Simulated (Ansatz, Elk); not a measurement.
## How far do independent atoms describe La2Ti2AlGe?

The structure of La2Ti2AlGe used here is made up (a known structure type with other elements) and was relaxed beforehand with r2SCAN. The aim is the Fourier transform of its all-electron density, F(hkl), set beside the sum over free spherical atoms that refinements use.

Program: Elk 11.2.3 (patched build). Level of theory: DFT, PBE, all-electron APW+lo, Dirac cores, scalar-relativistic bands, static density, no spin. Results are calculated unless marked as measured.

This account leaves out most program logs.

The structure was built from a prototype and need not be the compound's stable phase.

## 1. Set-up

The structure is orthorhombic, space group Imm2 (No. 44). The conventional cell has a = 4.194 Å, b = 4.593 Å, c = 15.905 Å, α = 90.00°, β = 90.00°, γ = 90.00°. Nearest to La lie 6 Ti at 3.34 to 3.42 Å and 4 Al at 3.42 Å and 2 Ge at 3.53 Å. Nearest to La lie 4 Ge at 3.32 Å and 6 Ti at 3.42 to 3.47 Å and 2 Al at 3.42 Å. Nearest to Ge lie 3 Ti at 2.55 to 2.57 Å and 6 La at 3.32 to 3.53 Å. Ti has 2 Ge at 2.55 Å and 1 Al at 2.64 Å and 6 La at 3.34 to 3.47 Å nearest. Nearest to Ti lie 1 Ge at 2.57 Å and 2 Al at 2.63 Å and 6 La at 3.42 Å. Nearest to Al lie 3 Ti at 2.63 to 2.64 Å and 6 La at 3.42 Å. Farther neighbours are not listed.

Structure file:

```cif
data_structure
_symmetry_space_group_name_H-M 'P 1'
_symmetry_Int_Tables_number 1
_cell_length_a 8.5391
_cell_length_b 8.5391
_cell_length_c 8.5391
_cell_angle_alpha 148.799
_cell_angle_beta 151.566
_cell_angle_gamma 42.717
_cell_volume 153.20
loop_
_atom_site_label
_atom_site_type_symbol
_atom_site_fract_x
_atom_site_fract_y
_atom_site_fract_z
_atom_site_occupancy
La1 La 0.12090 0.62090 0.50000 1
La2 La 0.37982 0.37982 0.00000 1
Ge3 Ge 0.95236 0.95236 0.00000 1
Ti4 Ti 0.54374 0.04374 0.50000 1
Ti5 Ti 0.79056 0.79056 0.00000 1
Al6 Al 0.71002 0.21002 0.50000 1
```

## 2. Ground state and structure factors

An all-electron density is needed, since X-rays see the cores too. Task 0 finds the density and task 195 Fourier-transforms it; tshift is off so that phases refer to the origin typed.

The input, elk.in:

```
tasks
  0
  195

xctype
  20

spinpol
  .false.

rgkmax
  7.0

gmaxvr
  14.0

lmaxo
  7

lmaxapw
  8

swidth
  0.002

tshift
  .false.

ramdisk
  .false.

hmaxvr
  5.5

maxscl
  120

epspot
  1e-06

sppath
  './'

avec
  -4.33965223060 3.96305671978 15.02835194708
  4.33965223060 -3.96305671978 15.02835194708
  4.33965223060 3.96305671978 -15.02835194708

atoms
  4
  'La.in'
  2
  0.1209003306 0.6209003306 0.5000000000   0.000000 0.000000 0.000000
  0.3798178847 0.3798178847 0.0000000000   0.000000 0.000000 0.000000
  'Ge.in'
  1
  0.9523553862 0.9523553862 0.0000000000   0.000000 0.000000 0.000000
  'Ti.in'
  2
  0.5437446325 0.0437446325 0.5000000000   0.000000 0.000000 0.000000
  0.7905598395 0.7905598395 0.0000000000   0.000000 0.000000 0.000000
  'Al.in'
  1
  0.7100219265 0.2100219265 0.5000000000   0.000000 0.000000 0.000000

ngridk
  7 7 7
```

Run with:

```bash
$ OMP_NUM_THREADS=4 elk
```

It took 4.1 min on 4 threads of Arm Neoverse V2, shared host; peak memory 0.38 GiB; 15 min of CPU time.

SFACRHO.OUT:

```text

h k l indices transformed by vhmat matrix:
   1.000000000       0.000000000       0.000000000    
   0.000000000       1.000000000       0.000000000    
   0.000000000       0.000000000       1.000000000    

      h      k      l  multipl.   |H|            Re(F)            Im(F)           |F|

      0      0      0      1   0.0000000       203.00000      0.40730783E-15   203.00000    
      1      1     -1      1  0.41808878       20.538230      -10.794411       23.202116    
     -1     -1      1      1  0.41808878       20.538230       10.794411       23.202116    
     -1      0      1      2  0.75350532      -20.636937       11.344552       23.549565    
      0      1      0      2  0.75350532      -20.636937      -11.344552       23.549565    
      0     -1      1      2  0.81981942       11.318681      -27.225536       29.484612    
      1      0      0      2  0.81981942       11.318681       27.225536       29.484612    
      2      2     -2      1  0.83617756      -65.597110      -4.2308374       65.733407    
     -2     -2      2      1  0.83617756      -65.597110       4.2308374       65.733407    
     -2     -1      2      2  0.95779263       73.356452       2.9072847       73.414041    
      2      1     -2      2  0.95779263       73.356452      -2.9072847       73.414041    
      1      2     -2      2   1.0107919     -0.52051507       59.564980       59.567255    
     -2     -1      1      2   1.0107919     -0.52051507      -59.564980       59.567255    
      0      0      1      4   1.0735339       17.259889     -0.13354652E-13   17.259889    
     -1     -1      2      4   1.1520735       1.9826792       130.37778       130.39285    
      1      1     -2      4   1.1520735       1.9826792      -130.37778       130.39285    
     -3     -3      3      1   1.2542663      -23.691865       16.390102       28.808678    
      3      3     -3      1   1.2542663      -23.691865      -16.390102       28.808678
```

Elk indexes on the primitive cell of elk.in and gives |H| = 4π sin θ/λ in inverse bohr. Below, one row stands for each form hkl of the conventional cell (m members, Friedel mates merged), F is for one primitive cell and the density is static (no thermal factor). Free-atom factors are Waasmaier and Kirfel's, and R is Σm||F|−|F'||/Σm|F|.

```csv
hkl,m,sin θ/λ (Å⁻¹),"abs F, DFT",neutral atoms,diff.,abs of complex diff.
002,2,0.063,23.202,23.237,-0.035,0.037
011,4,0.113,23.550,23.665,-0.115,0.134
101,4,0.123,29.485,29.677,-0.192,0.202
004,2,0.126,65.733,65.709,+0.025,0.054
013,4,0.144,73.414,73.266,+0.148,0.232
103,4,0.152,59.567,59.587,-0.020,0.135
110,4,0.161,17.260,17.202,+0.058,0.058
112,8,0.173,130.393,130.469,-0.076,0.327
006,2,0.189,28.809,28.770,+0.038,0.155
015,4,0.191,103.029,103.286,-0.257,0.322
105,4,0.197,103.402,103.752,-0.350,0.356
114,8,0.205,27.244,27.218,+0.026,0.033
020,2,0.218,152.534,152.990,-0.456,0.456
022,4,0.227,19.650,19.461,+0.189,0.206
200,2,0.238,147.946,148.163,-0.217,0.217
017,4,0.245,87.009,87.361,-0.353,0.353
202,4,0.247,18.697,18.940,-0.243,0.255
116,8,0.248,23.419,22.875,+0.543,0.565
121,8,0.250,26.825,26.541,+0.284,0.325
107,4,0.250,109.245,109.441,-0.196,0.198
024,4,0.251,56.550,56.215,+0.335,0.388
008,2,0.252,46.356,45.788,+0.568,0.611
```

## 3. The highest occupied states alone

An energy window below the Fermi level keeps the highest occupied states, to see at which angles they scatter; shallow core shells can lie inside it and anion s states outside. No new self-consistency is needed.

Changes to elk.in since step 2:

```diff
@@ -1,3 +1,2 @@
 tasks
-  0
   195
@@ -40,2 +39,5 @@
 
+wsfac
+  -0.109240 0.558250
+
 sppath
```

Run with:

```bash
$ OMP_NUM_THREADS=4 elk
```

Elapsed: 24 s, on 4 threads; peak memory 0.24 GiB; 33 s of CPU time.

States within 10 eV below the Fermi level hold 21.00 electrons; any levels below the window count with the cores. Their amplitudes can exceed the total, where window and core parts have opposite phase:

```csv
hkl,sin θ/λ (Å⁻¹),"abs F, window","abs F, all"
002,0.063,0.969,23.202
011,0.113,4.003,23.550
101,0.123,3.362,29.485
004,0.126,2.135,65.733
013,0.144,0.848,73.414
103,0.152,0.592,59.567
110,0.161,0.582,17.260
112,0.173,2.048,130.393
006,0.189,0.576,28.809
015,0.191,1.253,103.029
```

## 4. Another functional

The difference from free atoms is small, so it is set against the change that LDA (Perdew-Wang) makes.

Changes to elk.in since step 3:

```diff
@@ -1,2 +1,3 @@
 tasks
+  0
   195
@@ -4,3 +5,3 @@
 xctype
-  20
+  3
 
@@ -39,5 +40,2 @@
 
-wsfac
-  -0.109240 0.558250
-
 sppath
```

Run with:

```bash
$ OMP_NUM_THREADS=4 elk
```

The job ended after 3.1 min (4 threads; peak memory 0.29 GiB).

Against the first run R = 0.03 %; the largest change is -0.047 at 0 0 12.

## 5. Basis size

The basis and the expansions that go with it are enlarged, to see whether the differences are converged.

Changes to elk.in since step 4:

```diff
@@ -5,3 +5,3 @@
 xctype
-  3
+  20
 
@@ -11,12 +11,12 @@
 rgkmax
-  7.0
+  8.5
 
 gmaxvr
-  14.0
+  18.0
 
 lmaxo
-  7
+  9
 
 lmaxapw
-  8
+  10
```

Run with:

```bash
$ OMP_NUM_THREADS=4 elk
```

It took 11 min on 4 threads; peak memory 0.73 GiB.

The run was cut off at its time limit.

## 6. Settings against the effect

```csv
run,R against the first run (%),"R against neutral atoms, low angle (%)",wall time
"PBE, rgkmax 7",0.00,0.35,4.1 min
LDA (Perdew-Wang),0.03,0.35,3.1 min
```

## 7. Outcome

| Property | Result |
| --- | --- |
| R against neutral atoms, sin θ/λ < 0.3 Å⁻¹ | 0.35 % |
| R against neutral atoms, 0.3 to 0.55 Å⁻¹ | 0.07 % |

Independent neutral atoms miss the calculated amplitudes by R = 0.35 % below 0.3 Å⁻¹ and 0.07 % from there to 0.55 Å⁻¹; by shells, 0.28 % below 0.15 Å⁻¹ (5 forms), 0.36 % 0.15 to 0.3 (24 forms), 0.09 % 0.3 to 0.45 (56 forms), 0.06 % above 0.45 (64 forms). Bonding, aspherical density and the tables' own atoms all enter these figures, and the runs don't part them. The largest change of an amplitude is +0.57 electrons, at 008. R counts amplitudes alone; phases shift too. The window's part falls from 21.0 electrons at the origin to at most 0.32 between 0.45 and 0.55 Å⁻¹. Below 0.3 Å⁻¹ the changes that finished (LDA (Perdew-Wang)) move F by R = 0.02 % at most, against the 0.35 % that separates it from free atoms. The basis has no finished test. The k-mesh has no finished test. These runs have no spin, though d or f shells may be open. Part of the difference isn't bonding: the tables are fits to free atoms and ions calculated by other methods than this functional. Thermal motion, anomalous dispersion and extinction are left out.

[Logs are printed without paths, hosts, clocks, repeated set-up lines and the standing remarks that a program may print on its own settings, such as how far it seeks lower states.]

[Hosts, paths, dates, database ids (printed as entryN), source tags and the programs' standing remarks are cut or masked in the printed files.]
